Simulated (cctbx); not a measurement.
# Accept or mend?

Cell a = 12.0820 Å, b = 12.0820 Å, c = 12.0820 Å, α = 90.00°, β = 90.00°, γ = 90.00°; space group Fm-3m (no. 225).

Simulated single-crystal data (cctbx): Ag Kα, λ = 0.56087 Å, to d = 0.65 Å, 70 % of the full sphere, strongest reflection 5000 counts, noise from counting, a 1.5 % proportional error and a noise floor of 4 counts (s.d.); no absorption, and some extinction, which the refinements don't model.

An anisotropic refinement with weights 1/σ² prints:

```text
Rint 0.063, 214 unique reflections to 0.65 A
cycle     R1     wR2    GooF  max shift (A)
   1  0.1808  0.3295  14.785   0.01852
   2  0.0785  0.1703   7.641   0.00031
final R1 0.0785 wR2 0.1703 GooF 7.641  parameters 13  data/parameter 16.5
atom        x        y        z      Ueq    occ   su(xyz)  su(Uiso or U11)
Pd1    0.11760  0.38240  0.61760   0.0095  1.000  0.00014  0.0006
As1    0.33276  0.16724  0.83276   0.0018  1.000  0.00016  0.0006
Pd2    0.75000  0.00000  0.75000   0.0213  1.000  0.00000  0.0012
As2    0.00000  0.00000  0.00000   0.0110  1.000  0.00000  0.0020
Mg1    0.50000  0.00000  0.80115   0.0183  1.000  0.00159  0.0052
difference map: max 8.54 min -7.51 rms 1.33
Q1    0.1537  0.1537  0.3463   32    8.71  0.28 A from As1
Q2    0.2500  0.2500  0.2500    8    2.73  1.73 A from As1
Q3    0.0999  0.0999  0.0999   32    2.07  0.37 A from Pd1
Q4    0.0000  0.0000  0.3311   24    2.07  0.36 A from Mg1
Q5    0.0358  0.0816  0.3623  192    1.65  1.30 A from Mg1
Q6    0.0387  0.1598  0.1598   96    1.48  1.20 A from Pd1
```

Q: Accept it or mend it, and why?

Mend it. The fault: elements exchanged: Pd2 is As and As1 is Pd. Against the right model at the same level, R1 goes from 0.0121 to 0.0785 and GooF from 1.00 to 7.64, U of As1 shrinks from 0.0108 to 0.0018 Å², U of Pd2 swells from 0.0104 to 0.0213 Å², the top difference peak, 8.7 e/Å³, lies on As1 and a hole of -7.5 e/Å³ opens. Pd2 has 13 electrons too many and its U swells to shed them, as expected; As1 has 13 electrons too few and its U shrinks to make up, as expected.

The compound is Mg6As7Pd16. The right model at the same level gives:

```text
Rint 0.063, 214 unique reflections to 0.65 A
cycle     R1     wR2    GooF  max shift (A)
   1  0.0128  0.0231   1.037   0.00058
   2  0.0121  0.0222   0.998   0.00000
final R1 0.0121 wR2 0.0222 GooF 0.998  parameters 13  data/parameter 16.5
atom        x        y        z      Ueq    occ   su(xyz)  su(Uiso or U11)
Pd1    0.11757  0.38243  0.61757   0.0092  1.000  0.00002  0.0001
Pd2    0.33288  0.16712  0.83288   0.0108  1.000  0.00002  0.0001
As1    0.75000  0.00000  0.75000   0.0104  1.000  0.00000  0.0002
As2    0.00000  0.00000  0.00000   0.0111  1.000  0.00000  0.0003
Mg1    0.50000  0.00000  0.80271   0.0189  1.000  0.00022  0.0007
difference map: max 1.28 min -2.12 rms 0.25
Q1    0.0564  0.0564  0.0564   32    1.44  1.18 A from As2
Q2    0.2500  0.2500  0.2500    8    1.28  1.73 A from Pd2
Q3    0.0000  0.0000  0.0565   24    1.20  0.68 A from As2
Q4    0.0596  0.0596  0.4404   32    1.11  1.95 A from Mg1
Q5    0.0272  0.0272  0.1663   96    0.97  1.65 A from Pd1
Q6    0.1466  0.1466  0.1466   32    0.95  0.61 A from Pd1
```

Isotropic U is held between 0.0001 and 1 Å² by the program, and listed peak heights are interpolated, so they can pass the grid's maximum.

This is a model crystal, built by substitution and not relaxed, with assumed displacement parameters.

[Middle refinement cycles are left out of these outputs.]

[Logs are printed without paths, hosts, clocks, repeated set-up lines and the standing remarks that a program may print on its own settings, such as how far it seeks lower states.]
